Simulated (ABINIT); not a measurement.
## CdSe (F-43m): bands and cutoff in G0W0 with ABINIT

Wanted: a converged G0W0 gap of CdSe (F-43m), or an estimate of the limit.

Method: LDA and many-body steps on it, plane waves, in ABINIT 10.8.3.

## (1) Set-up

The structure is cubic, space group F-43m (No. 216). The conventional cell has a = 6.141 Å, b = 6.141 Å, c = 6.141 Å, α = 90.00°, β = 90.00°, γ = 90.00°. Nearest to Cd lie 4 Se at 2.66 Å. Nearest to Se lie 4 Cd at 2.66 Å. Farther neighbours and most contacts between anions are not listed.

The cell and positions are those that the Materials Project relaxed with its own functionals (PBE, PBE+U or r2SCAN), kept fixed.

## (2) Empty states on the mesh, 4×4×4 mesh, 494 bands

This step: ABINIT 10.8.3; DFT, LDA, plane waves, norm-conserving pseudopotentials.

The sums over transitions need many empty states on a uniform mesh; this step solves for them.

The input, run.abi:

```
acell 3*1.0 Angstrom
rprim 
  -0.000000000000 3.070271198600 3.070271198600
  3.070271198600 -0.000000000000 3.070271198600
  3.070271198600 3.070271198600 -0.000000000000
ntypat 2
znucl 48 34
natom 2
typat 1 2
xred 
  0.000000000000 0.000000000000 0.000000000000
  0.750000000000 0.750000000000 0.750000000000
pp_dirpath "pseudos"
pseudos "Cd.upf, Se.upf"
ecut 48
ngkpt 4 4 4
nshiftk 1
shiftk 0 0 0
kptopt 1
chksymbreak 0
iscf -2
irdden 1
istwfk *1
nband 494
nbdbuf 44
tolwfr 1e-09
nstep 60
prtvol 0
indata_prefix "in"
outdata_prefix "out"
tmpdata_prefix "tmp"
```

Run with:

```console
$ OMP_NUM_THREADS=1 mpirun -n 4 abinit run.abi > log
```

Numbers of over 12 decimals in the logs are rounded to 6 here.

The program printed:

```text
.Version 10.8.3 of ABINIT. v10.8.2 released Aug 2026.

 Symmetries : space group F-4 3 m (#216); Bravais cF (face-center cubic)
[... echo of the input left out ...]
== DATASET  1 ==================================================================
-   mpi_nproc: 4, omp_nthreads: 1 (-1 if OMP is not activated)

--- !DatasetInfo
iteration_state: {dtset: 1, }
dimensions: {natom: 2, nkpt: 8, mband: 494, nsppol: 1, nspinor: 1, nspden: 1, mpw: 6230, }
cutoff_energies: {ecut:  48.0, pawecutdg:  -1.0, }
[...]
8.17748    8.18091    8.18091    8.18091    8.23872    8.23873    8.23874    8.24618
   8.27099    8.27100    8.27104    8.29647    8.29649    8.29655    8.35661    8.37611
   8.37674    8.37852    8.39567    8.39574    8.41089    8.45158
 prteigrs : prtvol=0 or 1, do not print more k-points.

== END DATASET(S) ==============================================================
================================================================================

 -outvars: echo values of variables after computation  --------
            nband         494
             nkpt           8
          spgroup         216
 [... the other variables as echoed above ...]

 Calculation completed.
```

Elapsed: 12 min, on 4 MPI ranks of Arm Neoverse V1, shared host; peak memory 0.72 GiB.

This step gave:

| Item | Value |
| --- | --- |
| gap | 0.2672 eV |
| k of the valence top | 0, 0, 0 |
| k of the conduction bottom | 0, 0, 0 |
| least direct gap | 0.2672 eV |
| k points computed | 8 |
| lowest point of the top converged band, above the valence top | 207.9935 eV |

On this mesh the gap is 0.267 eV.

The density comes from a self-consistent run that is not shown.

## (3) Screening, 4×4×4 mesh, 107 bands, screening to 93.3 eV

The RPA dielectric matrix is built and inverted for each q.

This step: RPA screening on LDA, plane waves, norm-conserving pseudopotentials.

run.abi, as its differences from that of step 2:

```diff
@@ -20,10 +20,11 @@
 chksymbreak 0
-iscf -2
-irdden 1
 istwfk *1
-nband 494
-nbdbuf 44
-tolwfr 1e-09
-nstep 60
-prtvol 0
+occopt 1
+irdwfk 1
+optdriver 3
+nband 107
+ecuteps 3.43
+inclvkb 2
+awtr 1
+symchi 1
 indata_prefix "in"
```

The program printed:

```text
.Version 10.8.3 of ABINIT. v10.8.2 released Aug 2026.

 Symmetries : space group F-4 3 m (#216); Bravais cF (face-center cubic)
[... echo of the input left out ...]
== DATASET  1 ==================================================================
-   mpi_nproc: 4, omp_nthreads: 1 (-1 if OMP is not activated)

--- !DatasetInfo
iteration_state: {dtset: 1, }
dimensions: {natom: 2, nkpt: 8, mband: 107, nsppol: 1, nspinor: 1, nspden: 1, mpw: 6230, }
cutoff_energies: {ecut:  48.0, pawecutdg:  -1.0, }
electrons: {nelect:   4.40000000E+01, charge:   0.00000000E+00, occopt:   1.00000000E+00, tsmear:   1.00000000E-02, }

 SCREENING: Calculation of the susceptibility and dielectric matrices

 Based on a program developped by R.W. Godby, V. Olevano, G. Onida, and L. Reining.
 Incorporated in ABINIT by V. Olevano, G.-M. Rignanese, and M. Torrent.
.Using double precision arithmetic ; gwpc =  8

[... cell and pseudopotentials left out ...]
--------------------------------------------------------------------------------

 ==== K-mesh for the wavefunctions ====
 Number of points in the irreducible wedge :     8
[... list of points left out ...]
 Together with 24 symmetry operations and time-reversal symmetry
 yields    64 points in the full Brillouin Zone.

 ==== Q-mesh for the screening function ====
 Number of points in the irreducible wedge :     8
[... list of points left out ...]
 Together with 24 symmetry operations and time-reversal symmetry
 yields    64 points in the full Brillouin Zone.

 setmesh: FFT mesh size selected  =    32x   32x   32
          total number of points  =        32768

 vcoul_init : cutoff-mode = AUXILIARY_FUNCTION
 q-points for optical limit:   1
     1)      0.000010    0.000020    0.000030

- screening: taking advantage of time-reversal symmetry
- Maximum band index for partially occupied states nbvw = 22
- Remaining bands to be divided among processors   nbcw = 85
- Number of bands treated by each node ~21

 Number of electrons calculated from density =   44.0000; Expected =   44.0000
 average of density, n =  0.112641
 r_s =    1.2845
 omega_plasma =   32.3745 [eV]

 calculating chi0 at frequencies [eV] :
  1    0.000000E+00    0.000000E+00
  2    0.000000E+00    3.237453E+01

--------------------------------------------------------------------------------
  q-point number  1        q = ( 0.000000, 0.000000, 0.000000) [r.l.u.]
--------------------------------------------------------------------------------
[... chi0 elements left out ...]
 For q-point:  0.000010 0.000020 0.000030
  dielectric constant = 369.6463
  dielectric constant without local fields = 388.1734

  Average fulfillment of the sum rule on Im[epsilon] for q-point    1 :     42.34  [%]
[... wings left out ...]
  q-point number  2        q = ( 0.250000, 0.000000, 0.000000) [r.l.u.]
--------------------------------------------------------------------------------
[... chi0 elements left out ...]
  Average fulfillment of the sum rule on Im[epsilon] for q-point    2 :     50.92  [%]

 [... 6 further q-points ...]
```

Run time: 46 s. Hardware: 4 MPI ranks; peak memory 1.2 GiB; 3 min of CPU time.

This step gave:

```yaml
eps_infinity_with_local_fields_on_this_mesh_along_the_program_s_q_direction: 369.6
the_same_without_local_fields: 388.2
plasma_frequency: 32.37 eV
plane_waves_in_the_screening_matrix: 113
```

Local fields lower ε∞ by 5 %. The value itself is an artefact of the mesh, where one narrow direct gap carries too much weight.

## (4) 107 bands, 93.3 eV

The self-energy is evaluated for the states that the input lists, and the levels follow from it, in one-shot runs by the linearised quasiparticle equation.

This step: G0W0 on LDA, plane waves, norm-conserving pseudopotentials.

run.abi, as its differences from that of step 3:

```diff
@@ -23,8 +23,19 @@
 irdwfk 1
-optdriver 3
+optdriver 4
 nband 107
+gwcalctyp 0
+ecutsigx 48
+symsigma 1
+nkptgw 3
+kptgw 
+  0.0000000000 0.0000000000 0.0000000000
+  0.5000000000 0.0000000000 0.0000000000
+  0.5000000000 0.5000000000 0.0000000000
+bdgw 
+  20 26
+  21 25
+  21 24
 ecuteps 3.43
-inclvkb 2
-awtr 1
-symchi 1
+irdscr 1
+ppmodel 1
 indata_prefix "in"
```

The program printed:

```text
.Version 10.8.3 of ABINIT. v10.8.2 released Aug 2026.

 Symmetries : space group F-4 3 m (#216); Bravais cF (face-center cubic)
[... echo of the input left out ...]
== DATASET  1 ==================================================================
-   mpi_nproc: 4, omp_nthreads: 1 (-1 if OMP is not activated)

--- !DatasetInfo
iteration_state: {dtset: 1, }
dimensions: {natom: 2, nkpt: 8, mband: 107, nsppol: 1, nspinor: 1, nspden: 1, mpw: 6230, }
cutoff_energies: {ecut:  48.0, pawecutdg:  -1.0, }
electrons: {nelect:   4.40000000E+01, charge:   0.00000000E+00, occopt:   1.00000000E+00, tsmear:   1.00000000E-02, }

 SIGMA: Calculation of the GW corrections

 Based on a program developped by R.W. Godby, V. Olevano, G. Onida, and L. Reining.
 Incorporated in ABINIT by V. Olevano, G.-M. Rignanese, and M. Torrent.
.Using double precision arithmetic ; gwpc =  8

[... cell and pseudopotentials left out ...]
--------------------------------------------------------------------------------

 ==== K-mesh for the wavefunctions ====
 Number of points in the irreducible wedge :     8
[... list of points left out ...]
 Together with 24 symmetry operations and time-reversal symmetry
 yields    64 points in the full Brillouin Zone.

 ==== Q-mesh for screening function ====
 Number of points in the irreducible wedge :     8
[... list of points left out ...]
 Together with 24 symmetry operations and time-reversal symmetry
 yields    64 points in the full Brillouin Zone.

 vcoul_init : cutoff-mode = AUXILIARY_FUNCTION
 q-points for optical limit:   1
     1)      0.000010    0.000020    0.000030
 setmesh: FFT mesh size selected  =    54x   54x   54
          total number of points  =       157464

 Number of electrons calculated from density =   44.0000; Expected =   44.0000
 average of density, n =  0.112641
 r_s =    1.2845
 omega_plasma =   32.3745 [eV]

 === KS Band Gaps ===
  >>>> For spin  1
   Minimum direct gap =   0.2670 [eV], located at k-point      :   0.0000  0.0000  0.0000
   Fundamental gap    =   0.2670 [eV], Top of valence bands at :   0.0000  0.0000  0.0000
                                       Bottom of conduction at :   0.0000  0.0000  0.0000
 SIGMA fundamental parameters:
 PLASMON POLE MODEL  1
 number of plane-waves for SigmaX                 6183
 number of plane-waves for SigmaC and W            113
 number of plane-waves for wavefunctions          6183
 number of bands                                   107
 number of independent spin polarizations            1
 number of spinorial components                      1
 number of k-points in IBZ                           8
 number of q-points in IBZ                           8
 number of symmetry operations                      24
 number of k-points in BZ                           64
 number of q-points in BZ                           64
 number of frequencies for dSigma/dE                 9
 frequency step for dSigma/dE [eV]                0.25
 number of omega for Sigma on real axis              0
 max omega for Sigma on real axis  [eV]           0.00
 zcut for avoiding poles [eV]                     0.10

 EPSILON^-1 parameters (SCR file):
 dimension of the eps^-1 matrix on file            113
 dimension of the eps^-1 matrix used               113
 number of plane-waves for wavefunctions          6183
 number of bands                                   107
 number of q-points in IBZ                           8
 number of frequencies                               2
 number of real frequencies                          1
 number of imag frequencies                          1

 matrix elements of self-energy operator (all in [eV])

 Perturbative Calculation

--- !SelfEnergy_ee
iteration_state: {dtset: 1, }
kpoint     : [   0.000,    0.000,    0.000, ]
spin       : 1
KS_gap     :    0.267
QP_gap     :    0.952
Delta_QP_KS:    0.685
data: !SigmaeeData |
     Band     E0 <VxcDFT>   SigX SigC(E0)      Z dSigC/dE  Sig(E)    E-E0       E
       20   3.923 -16.173 -18.341   2.083   0.791  -0.264 -16.240  -0.067   3.855
       21   3.923 -16.173 -18.341   2.083   0.791  -0.264 -16.240  -0.067   3.855
       22   3.923 -16.173 -18.341   2.083   0.791  -0.264 -16.240  -0.067   3.855
       23   4.190 -12.276  -8.176  -3.341   0.813  -0.230 -11.659   0.617   4.807
       24   9.725 -10.735  -5.757  -4.280   0.808  -0.237 -10.171   0.564  10.290
       25   9.725 -10.735  -5.757  -4.280   0.808  -0.237 -10.171   0.564  10.290
[...]
--- !SelfEnergy_ee
iteration_state: {dtset: 1, }
kpoint     : [   0.500,    0.000,    0.000, ]
spin       : 1
KS_gap     :    2.858
QP_gap     :    3.652
Delta_QP_KS:    0.794
data: !SigmaeeData |
     Band     E0 <VxcDFT>   SigX SigC(E0)      Z dSigC/dE  Sig(E)    E-E0       E
[...]
--- !SelfEnergy_ee
iteration_state: {dtset: 1, }
kpoint     : [   0.500,    0.500,    0.000, ]
spin       : 1
KS_gap     :    4.779
QP_gap     :    5.318
Delta_QP_KS:    0.539
data: !SigmaeeData |
     Band     E0 <VxcDFT>   SigX SigC(E0)      Z dSigC/dE  Sig(E)    E-E0       E
[...]
22   2.136 -13.601 -16.275   2.326   0.785  -0.274 -13.874  -0.273   1.863
       23   6.915  -9.442  -5.419  -3.698   0.821  -0.218  -9.175   0.267   7.182
       24   7.497 -12.243  -7.601  -3.828   0.809  -0.236 -11.585   0.658   8.155

== END DATASET(S) ==============================================================
================================================================================

 -outvars: echo values of variables after computation  --------
           etotal      0.0000000000E+00
            nband         107
             nkpt           8
          spgroup         216
 [... the other variables as echoed above ...]

 Calculation completed.
```

Run time: 9.7 s. Hardware: 4 MPI ranks; peak memory 1.2 GiB; 38 s of CPU time.

Numbers from this step:

* G0W0 gap on the points computed: 0.9520 eV
* starting gap on the mesh: 0.2672 eV
* k of the valence top: 0, 0, 0
* k of the conduction bottom: 0, 0, 0
* Z at the valence top: 0.791
* Z at the conduction bottom: 0.813
* least direct G0W0 gap on the computed points: 0.9520 eV

The gap on the mesh goes from 0.27 eV to 0.95 eV, a correction of +0.68 eV.

## (5) Screening, 4×4×4 mesh, 151 bands, screening to 123.5 eV

This step: RPA screening on LDA, plane waves, norm-conserving pseudopotentials.

run.abi, as its differences from that of step 4:

```diff
@@ -23,19 +23,8 @@
 irdwfk 1
-optdriver 4
-nband 107
-gwcalctyp 0
-ecutsigx 48
-symsigma 1
-nkptgw 3
-kptgw 
-  0.0000000000 0.0000000000 0.0000000000
-  0.5000000000 0.0000000000 0.0000000000
-  0.5000000000 0.5000000000 0.0000000000
-bdgw 
-  20 26
-  21 25
-  21 24
-ecuteps 3.43
-irdscr 1
-ppmodel 1
+optdriver 3
+nband 151
+ecuteps 4.54
+inclvkb 2
+awtr 1
+symchi 1
 indata_prefix "in"
```

The program printed:

```text
.Version 10.8.3 of ABINIT. v10.8.2 released Aug 2026.

 Symmetries : space group F-4 3 m (#216); Bravais cF (face-center cubic)
[... echo of the input left out ...]
== DATASET  1 ==================================================================
-   mpi_nproc: 4, omp_nthreads: 1 (-1 if OMP is not activated)

--- !DatasetInfo
iteration_state: {dtset: 1, }
dimensions: {natom: 2, nkpt: 8, mband: 151, nsppol: 1, nspinor: 1, nspden: 1, mpw: 6230, }
cutoff_energies: {ecut:  48.0, pawecutdg:  -1.0, }
electrons: {nelect:   4.40000000E+01, charge:   0.00000000E+00, occopt:   1.00000000E+00, tsmear:   1.00000000E-02, }

 SCREENING: Calculation of the susceptibility and dielectric matrices

 Based on a program developped by R.W. Godby, V. Olevano, G. Onida, and L. Reining.
 Incorporated in ABINIT by V. Olevano, G.-M. Rignanese, and M. Torrent.
.Using double precision arithmetic ; gwpc =  8

[... cell and pseudopotentials left out ...]
--------------------------------------------------------------------------------

 ==== K-mesh for the wavefunctions ====
 Number of points in the irreducible wedge :     8
[... list of points left out ...]
 Together with 24 symmetry operations and time-reversal symmetry
 yields    64 points in the full Brillouin Zone.

 ==== Q-mesh for the screening function ====
 Number of points in the irreducible wedge :     8
[... list of points left out ...]
 Together with 24 symmetry operations and time-reversal symmetry
 yields    64 points in the full Brillouin Zone.

 setmesh: FFT mesh size selected  =    36x   36x   36
          total number of points  =        46656

 vcoul_init : cutoff-mode = AUXILIARY_FUNCTION
 q-points for optical limit:   1
     1)      0.000010    0.000020    0.000030

- screening: taking advantage of time-reversal symmetry
- Maximum band index for partially occupied states nbvw = 22
- Remaining bands to be divided among processors   nbcw = 129
- Number of bands treated by each node ~32

 Number of electrons calculated from density =   44.0000; Expected =   44.0000
 average of density, n =  0.112641
 r_s =    1.2845
 omega_plasma =   32.3745 [eV]

 calculating chi0 at frequencies [eV] :
  1    0.000000E+00    0.000000E+00
  2    0.000000E+00    3.237453E+01

--------------------------------------------------------------------------------
  q-point number  1        q = ( 0.000000, 0.000000, 0.000000) [r.l.u.]
--------------------------------------------------------------------------------
[... chi0 elements left out ...]
 For q-point:  0.000010 0.000020 0.000030
  dielectric constant = 369.9305
  dielectric constant without local fields = 388.1817

  Average fulfillment of the sum rule on Im[epsilon] for q-point    1 :     51.49  [%]
[... wings left out ...]
  q-point number  2        q = ( 0.250000, 0.000000, 0.000000) [r.l.u.]
--------------------------------------------------------------------------------
[... chi0 elements left out ...]
  Average fulfillment of the sum rule on Im[epsilon] for q-point    2 :     59.41  [%]

 [... 6 further q-points ...]
```

Run time: 1.9 min. Hardware: 4 MPI ranks; peak memory 1.8 GiB.

This step gave:

- ε∞ with local fields, on this mesh, along the program's q direction: 369.9
- the same without local fields: 388.2
- plasma frequency: 32.37 eV
- plane waves in the screening matrix: 169

(Continued in part 2 of 2.)

[Paths, hosts, dates, memory and timing lines, banners, echoed tables and standing remarks are left out of the program output.]

[Logs are printed without paths, hosts, clocks, repeated set-up lines and the standing remarks that a program may print on its own settings, such as how far it seeks lower states.]

[Runs of the session that timed out or met a known fault of the program may be left out.]

[No measured gap is set beside runs whose start may be inverted or whose files or cutoffs have a known fault.]

[Hosts, paths, dates, database ids (printed as entryN), source tags and the programs' standing remarks are cut or masked in the printed files.]

[G0W0 gaps are taken among the corrected bands and points alone; a level outside them can change the order at an edge.]

[Where Ansatz stands beside ABINIT at settings called matched, ABINIT's density can come from a denser mesh and the files from another edition; pairs whose starting gaps differed by over 0.03 eV were left out, so agreement reads better than it is.]
